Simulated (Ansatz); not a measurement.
SnO2 (Pnnm), computed twice by G0W0.

```
Sn O
1.0
     4.78800    0.00000    0.00000
     0.00000    4.86658    0.00000
     0.00000    0.00000    3.24090
Sn O
2 4
Direct
  0.50000 0.50000 0.50000
  0.00000 0.00000 0.00000
  0.29185 0.32104 0.00000
  0.79185 0.17896 0.50000
  0.20814 0.82104 0.50000
  0.70815 0.67896 0.00000
```

The cell and positions are those that the Materials Project relaxed with its own functionals (PBE, PBE+U or r2SCAN), kept fixed. This is not the form that SnO2 usually takes at ambient conditions.

The first (Ansatz 0.2.0; start LDA, 4×4×4 mesh, 171 empty bands, screening to 100 eV, PAW set soft_1 files; 1 × NVIDIA H100 80GB HBM3 (shared by 6 runs) with 2 threads of AMD EPYC 7R13 (Zen 3), shared host) gave, on its mesh: starting gap 0.68 eV, G0W0 gap 1.87 eV, RPA ε∞ (mean) 5.76, 21 s.

The second gave: starting gap 0.68 eV, G0W0 gap 1.92 eV, RPA ε∞ (mean) 5.70, 75 s.

Q: What was changed in the input? Choose among start, files, mesh, bands and cutoff, frequency model or another key.

Changed: empty bands from 171 to 559 and screening cutoff (eV) from 100 to 220. The starting gap stayed, which rules out the functional and points to the GW step. Other changes could give like numbers; this is the one that was made.

Limits: not at the basis limit; no spin-orbit coupling; coarse k mesh.

[Paths, hosts, dates, memory and timing lines, banners, echoed tables and standing remarks are left out of the program output.]

[Logs are printed without paths, hosts, clocks, repeated set-up lines and the standing remarks that a program may print on its own settings, such as how far it seeks lower states.]

[Runs of the session that timed out or met a known fault of the program may be left out.]

[Cells called generated may have been cut or substituted from an entry of the Crystallography Open Database or the Materials Project.]

[Hosts, paths, dates, database ids (printed as entryN), source tags and the programs' standing remarks are cut or masked in the printed files.]
